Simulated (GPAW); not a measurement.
# SrCl2: optical spectrum from first principles

Wanted: where SrCl2 starts to absorb, how strongly, and its refractive index.

Method: DFT, PBE, plane-wave PAW (GPAW data sets), scalar-relativistic, RPA, optical limit, in GPAW 26.7.0.

## (1) Starting point

It takes space group Fm-3m (No. 225, cubic). Conventional cell: a = 6.977 Å, b = 6.977 Å, c = 6.977 Å, α = 90.00°, β = 90.00°, γ = 90.00°. Sr has 8 Cl at 3.02 Å nearest. Cl has 4 Sr at 3.02 Å nearest. Farther neighbours and most contacts between anions are not listed.

Structure file:

```xyz
3
Lattice="0.0000 3.4884 3.4884 3.4884 0.0000 3.4884 3.4884 3.4884 0.0000" Properties=species:S:1:pos:R:3 pbc="T T T"
Sr    0.0000    0.0000    0.0000
Cl    5.2325    5.2325    5.2325
Cl    1.7442    1.7442    1.7442
```

## (2) Bands for the response

At the fixed density, many empty bands are solved on the mesh of the response, since the spectrum sums over them.

This step: DFT, PBE, plane-wave PAW (GPAW data sets), scalar-relativistic, bands at fixed density (GPAW 26.7.0).

The input, nscf.py:

```python
from ase.dft.bandgap import bandgap
from gpaw import GPAW, FermiDirac

calc = GPAW('gs.gpw').fixed_density(kpts={'size': (8, 8, 8), 'gamma': True}, nbands=79, convergence={'bands': 73},
                                    occupations=FermiDirac(0.001), txt='nscf.txt')
print('gap (eV)', bandgap(calc, output=None)[0])
print('direct gap (eV)', bandgap(calc, direct=True, output=None)[0])
print('top band over the Fermi level (eV)', min(calc.get_eigenvalues(kpt=k)[72] for k in range(len(calc.get_ibz_k_points()))) - calc.get_fermi_level())
calc.write('full.gpw', mode='all')
```

Run with:

```console
$ OMP_NUM_THREADS=1 python nscf.py
```

Numbers of over 12 decimals in the logs are rounded to 6 here.

Output:

```text
Diagonalizing LCAO Hamiltonian
Converting LCAO to pw mode
convergence criteria:
- Maximum integral of absolute [eigenst]ate change: 4e-08 eV^2 / valence electron
maximum number of iterations: 150

SCF iterations
|iter     |      energy | eigst |  dens |
|iter:   1||             | +3.95 |       |
|iter:   2||             | +2.78 |       |
|iter:   3||             | +1.75 |       |
|iter:   4||             | +0.80 |       |
|iter:   5||             | +0.13 |       |
|iter:   6||             | -0.50 |       |
|iter:   7||             | -1.17 |       |
|iter:   8||             | -1.72 |       |
|iter:   9||             | -2.34 |       |
|iter:  10||             | -2.87 |       |
|iter:  11||             | -3.45 |       |
|iter:  12||             | -3.91 |       |
|iter:  13||             | -4.39 |       |
|iter:  14||             | -4.81 |       |
|iter:  15||             | -5.23 |       |
|iter:  16||             | -5.59 |       |
|iter:  17||             | -6.00 |       |
|iter:  18||             | -6.37 |       |
|iter:  19||             | -6.79 |       |
|iter:  20||             | -7.12 |       |
|iter:  21||             | -7.56c|       |
SCF steps: 21
  __  _  _
 | _ |_)|_||  |
 |__||  | ||/\| - 26.7.0

Versions:
  Python: 3.12.14
  ASE:    3.29.0
  Numpy:  2.5.5
  Scipy:  1.18.1
  Libxc:  7.0.0

Input parameters:
  mode=PW(ecut=500.0),
  convergence={'bands': 73},
  gpts=array([27, 27, 27]),
  kpts=MonkhorstPack(size=(8, 8, 8), gamma=True),
  maxiter=150,
  nbands=79,
  occupations=Occupations(name='fermi-dirac', width=0.001, fixmagmom=False),
  parallel={},
  xc=XC(name='PBE')

--- standard output ---
gap (eV) 5.345544
direct gap (eV) 5.520842
top band over the Fermi level (eV) 39.445482
```

It took 3.5 min on 1 thread of Arm Neoverse V1, shared host; peak memory 0.25 GiB.

This step gave:

```
gap on the k-mesh      : 5.346 eV
direct gap on the mesh : 5.521 eV
```

## (3) Dielectric function, RPA

Transitions between filled and empty bands, summed over the zone, give the optical response, so mesh, band count and broadening shape it.

The induced potential is part of this response.

This step: DFT, PBE, plane-wave PAW (GPAW data sets), scalar-relativistic, RPA, optical limit (GPAW 26.7.0).

The input, df.py:

```python
from gpaw.response.df import DielectricFunction

df = DielectricFunction('full.gpw', frequencies={'type': 'nonlinear', 'domega0': 0.03, 'omega2': 8},
                        ecut=50,
                        eta=0.15,
                        nbands=73,
                        txt='df.txt')
for direction in ['x']:
    df.get_dielectric_function(xc='RPA', direction=direction, filename=f'df_{direction}.csv')
```

Run with:

```console
$ OMP_NUM_THREADS=1 python df.py
```

Output:

```text
Using integrator: PointIntegrator
NonLinearFrequencyDescriptor(from 0.000 to 77.986 eV, 517 points)
Nonperiodic BCs:  [False False False]
Using integrator: PointIntegrator
NonLinearFrequencyDescriptor(from 0.000 to 77.986 eV, 517 points)
Nonperiodic BCs:  [False False False]

Calculating chi0 body with:
    Ground state adapter containing:
    Number of spins: 1
    Number of kpoints: 512
    Number of irreducible kpoints: 29
    Number of completely occupied states: 12
    Number of partially occupied states: 12

    Linear response parametrization:
    q_c: [0.0, 0.0, 0.0]
    Number of frequency points: 517
    Planewave cutoff: 50.0
    Number of bands: 73
    Number of planewaves: 65
    Broadening (eta): 0.15

Integrating chi0 body.

Symmetries of q_c:
    Direct symmetries (Uq -> q): 48
    Indirect symmetries (TUq -> q): 0
In total 48 allowed symmetries.

29 groups of equivalent kpoints. 94.3359375% reduction.

Integral kind: spectral function

Calculating chi0 optical extensions with:
    Ground state adapter containing:
    Number of spins: 1
    Number of kpoints: 512
    Number of irreducible kpoints: 29
    Number of completely occupied states: 12
    Number of partially occupied states: 12

    Linear response parametrization:
    Number of frequency points: 517
    Planewave cutoff: 50.0
    Number of bands: 73
    Number of planewaves: 65
    Broadening (eta): 0.15
Integrating chi0 head and wings.

Symmetries of q_c:
    Direct symmetries (Uq -> q): 48
    Indirect symmetries (TUq -> q): 0
In total 48 allowed symmetries.

29 groups of equivalent kpoints. 94.3359375% reduction.

Integral kind: spectral function wings
```

Wall time 24 s (1 thread); peak memory 0.32 GiB.

Numbers from this step:

| Property | Result |
| --- | --- |
| electronic dielectric constant ε∞, mean over x, y and z (by symmetry where fewer were run) | 2.726 |
| main peak of Im epsilon, first axis | 7.662 eV |

Some rows of df_x.csv (energy; Re and Im without local fields; Re and Im with them):

```text
0.000000, 3.201754, -0.000000, 2.726237, -0.000000
0.429336, 3.206465, 0.003306, 2.729761, 0.002473
0.878195, 3.221642, 0.006884, 2.741113, 0.005149
1.347938, 3.249369, 0.010913, 2.761851, 0.008162
1.840057, 3.292705, 0.015659, 2.794261, 0.011710
2.356191, 3.356274, 0.021547, 2.841800, 0.016113
2.898142, 3.447351, 0.029310, 2.909911, 0.021921
3.467895, 3.578109, 0.040347, 3.007724, 0.030191
4.067647, 3.770831, 0.057728, 3.152031, 0.043270
4.699832, 4.072679, 0.089906, 3.378792, 0.067780
5.367152, 4.617028, 0.178497, 3.793076, 0.138761
6.072622, 5.628788, 0.954150, 4.535539, 0.818372
6.819608, 6.372684, 2.237895, 4.895152, 1.627392
7.611886, 4.420306, 7.166868, 4.069561, 4.877733
8.453705, 0.730824, 4.765279, 1.246156, 3.858437
9.349861, 1.429843, 3.830309, 1.349575, 2.805447
10.305790, 0.107772, 2.228254, 0.173550, 2.010643
11.327680, 1.111203, 2.206190, 0.893318, 1.477314
12.422601, 0.562288, 2.356123, 0.805657, 1.427581
13.598673, 0.341145, 1.565597, 0.539426, 1.068246
```

Values under the direct gap are tails of Lorentzian lines. Table of Im ε, E ∥ x by photon energy; read off at these points:

photon energy (eV), Im ε, E ∥ x and a bar:
```
    0.000       0.00 
    0.250       0.00 
    0.500       0.00 
    0.750       0.00 
    1.000       0.01 
    1.250       0.01 
    1.500       0.01 
    1.750       0.01 
    2.000       0.01 
    2.250       0.02 
    2.500       0.02 
    2.750       0.02 
    3.000       0.02 
    3.250       0.03 
    3.500       0.03 
    3.750       0.04 
    4.000       0.04 
    4.250       0.05 
    4.500       0.06 
    4.750       0.07 
    5.000       0.09 #
    5.250       0.12 #
    5.500       0.18 #
    5.750       0.30 ##
    6.000       0.64 ####
    6.250       0.88 #####
    6.500       1.27 ########
    6.750       1.60 ##########
    7.000       2.10 #############
    7.250       3.16 ###################
    7.500       4.31 ##########################
    7.670       4.94 ##############################
    7.750       4.80 #############################
    8.000       4.52 ###########################
    8.250       4.01 ########################
    8.500       3.74 #######################
    8.750       3.10 ###################
    9.000       2.50 ###############
    9.250       2.73 #################
    9.500       2.94 ##################
    9.684       3.05 ###################
    9.750       3.04 ##################
   10.000       2.65 ################
   10.250       2.09 #############
   10.500       1.67 ##########
   10.750       1.45 #########
   11.000       1.41 #########
   11.250       1.45 #########
   11.500       1.47 #########
   11.750       1.64 ##########
   12.000       1.42 #########
   12.250       1.43 #########
   12.500       1.40 #########
   12.750       1.31 ########
   13.000       1.52 #########
   13.250       1.42 #########
   13.500       1.22 #######
   13.750       0.97 ######
```

Table of Re ε, E ∥ x by photon energy:

```tsv
photon energy (eV)	Re ε, E ∥ x
0.0	2.73
0.5	2.73
1.0	2.75
1.5	2.77
2.0	2.81
2.5	2.86
3.0	2.93
3.5	3.01
4.0	3.13
4.5	3.30
5.0	3.53
5.5	3.92
6.0	4.54
6.5	4.80
7.0	5.30
7.5	4.73
8.0	2.19
8.5	1.11
9.0	1.08
9.5	1.25
10.0	0.231
10.5	0.261
11.0	0.712
11.5	0.942
12.0	0.746
12.5	0.778
13.0	0.841
13.5	0.510
```

Reflectivity at normal incidence, E ∥ x against photon energy; read off at these points:

```tsv
photon energy (eV)	reflectivity at normal incidence, E ∥ x (%)
0.000	6.03
0.250	6.04
0.500	6.05
0.750	6.08
1.000	6.11
1.250	6.16
1.500	6.22
1.750	6.29
2.000	6.38
2.250	6.47
2.500	6.59
2.750	6.72
3.000	6.87
3.250	7.04
3.500	7.24
3.750	7.47
4.000	7.73
4.250	8.03
4.500	8.39
4.750	8.82
5.000	9.34
5.250	9.98
5.500	10.8
5.750	11.8
6.000	13.3
6.250	13.4
6.500	14.9
6.750	15.4
7.000	17.7
7.250	19.6
7.500	22.1
7.670	23.5
7.750	23.0
8.000	22.7
8.250	21.3
8.500	21.5
8.750	19.1
9.000	14.9
9.250	15.2
9.500	16.9
9.750	19.4
9.957	20.8
10.000	20.7
10.250	18.6
10.500	15.3
10.750	10.6
11.000	9.30
11.250	8.51
11.500	8.47
11.750	10.2
11.788	10.4
12.000	9.16
12.250	8.65
12.500	8.78
12.750	7.49
13.000	9.31
13.250	9.86
13.425	10.1
13.500	9.66
13.750	5.70
```

The loss function −Im 1/ε at q → 0, E ∥ x has structure finer than the step of the table below, so its rows give means over 0.25 eV, whole bins alone (the curve runs from 0 to 14.0 eV). Peaks (eV: height): 10.663: 0.620, 13.599: 0.746.

Values under the direct gap are tails of Lorentzian lines. Loss function −Im 1/ε at q → 0, E ∥ x against energy loss; means over each step:

```tsv
energy loss (eV)	loss function −Im 1/ε at q → 0, E ∥ x
0.25	1.9e-4
0.50	3.9e-4
0.75	5.8e-4
1.00	7.8e-4
1.25	9.9e-4
1.50	0.00120
1.75	0.00142
2.00	0.00165
2.25	0.00189
2.50	0.00214
2.75	0.00242
3.00	0.00271
3.25	0.00303
3.50	0.00339
3.75	0.00378
4.00	0.00423
4.25	0.00474
4.50	0.00536
4.75	0.00611
5.00	0.00711
5.25	0.00863
5.50	0.0118
5.75	0.0173
6.00	0.0309
6.25	0.0423
6.50	0.0516
6.75	0.0619
7.00	0.0661
7.25	0.0859
7.50	0.107
7.75	0.145
8.00	0.180
8.25	0.212
8.50	0.247
8.75	0.300
9.00	0.329
9.25	0.292
9.50	0.290
9.75	0.312
10.00	0.377
10.25	0.474
10.50	0.581
10.75	0.596
11.00	0.559
11.25	0.505
11.50	0.480
11.75	0.488
12.00	0.543
12.25	0.523
12.50	0.543
12.75	0.520
13.00	0.511
13.25	0.584
13.50	0.689
13.75	0.649
```

Refractive index n and extinction k against photon energy:

```tsv
photon energy (eV)	n	k
0.0	1.65	0
0.5	1.65	8.7e-4
1.0	1.66	0.00178
1.5	1.66	0.00277
2.0	1.68	0.00388
2.5	1.69	0.00518
3.0	1.71	0.00678
3.5	1.74	0.00886
4.0	1.77	0.0117
4.5	1.82	0.0160
5.0	1.88	0.0236
5.5	1.98	0.0452
6.0	2.14	0.150
6.5	2.21	0.287
7.0	2.35	0.448
7.5	2.36	0.914
8.0	1.90	1.19
8.5	1.58	1.18
9.0	1.38	0.907
9.5	1.49	0.986
10.0	1.20	1.10
10.5	0.988	0.845
11.0	1.07	0.659
11.5	1.16	0.635
12.0	1.08	0.656
12.5	1.09	0.642
13.0	1.14	0.669
13.5	0.958	0.638
```

At chosen wavelengths:

```tsv
wavelength (nm)	n	k	R (%)	1/α
1550	1.65	0.001	6.1	87 µm
1064	1.66	0.002	6.1	40 µm
633	1.67	0.004	6.4	13 µm
532	1.68	0.005	6.5	9.0 µm
365	1.73	0.008	7.2	3.5 µm
308	1.77	0.012	7.8	2.1 µm
248	1.88	0.024	9.3	838 nm
```

Below the direct gap, k and the depth come from the tails of the Lorentzian lines, not from transitions.

Rows near the edge hang on the gap, which this functional as a rule makes too small, and phonon-assisted absorption is left out.

## (4) Results

```
electronic dielectric constant ε∞, mean over x, y and z (by symmetry where fewer were run) (RPA) : 2.73
main peak of Im epsilon, first axis                                                              : 7.66 eV
```

At this level (PBE, RPA) SrCl2 has ε∞ = 2.73 and n = 1.65 at 1550 nm, and Im ε peaks at 7.7 eV. On the mesh the gap is 5.35 eV and the least direct gap 5.52 eV, so on this mesh the band edges lie at different points. Local fields change the static value along x from 3.20 to 2.73 (-15 %). Distinct maxima of Im ε, read by a parabola through the highest points, lie at 7.66 eV (4.9), 9.70 eV (3.0), 11.73 eV (1.7) and 13.03 eV (1.5). Excitons and phonon-assisted transitions are missing; PBE gaps are as a rule too small, which pulls the onset down and ε∞ up. The sum runs over mesh points, so small or evenly spaced maxima can still be ripples of the mesh.

[Machine, clock and banner lines and Python warnings are left out of the logs.]

[Logs are printed without paths, hosts, clocks, repeated set-up lines and the standing remarks that a program may print on its own settings, such as how far it seeks lower states.]

[Hosts, paths, dates, database ids (printed as entryN), source tags and the programs' standing remarks are cut or masked in the printed files.]
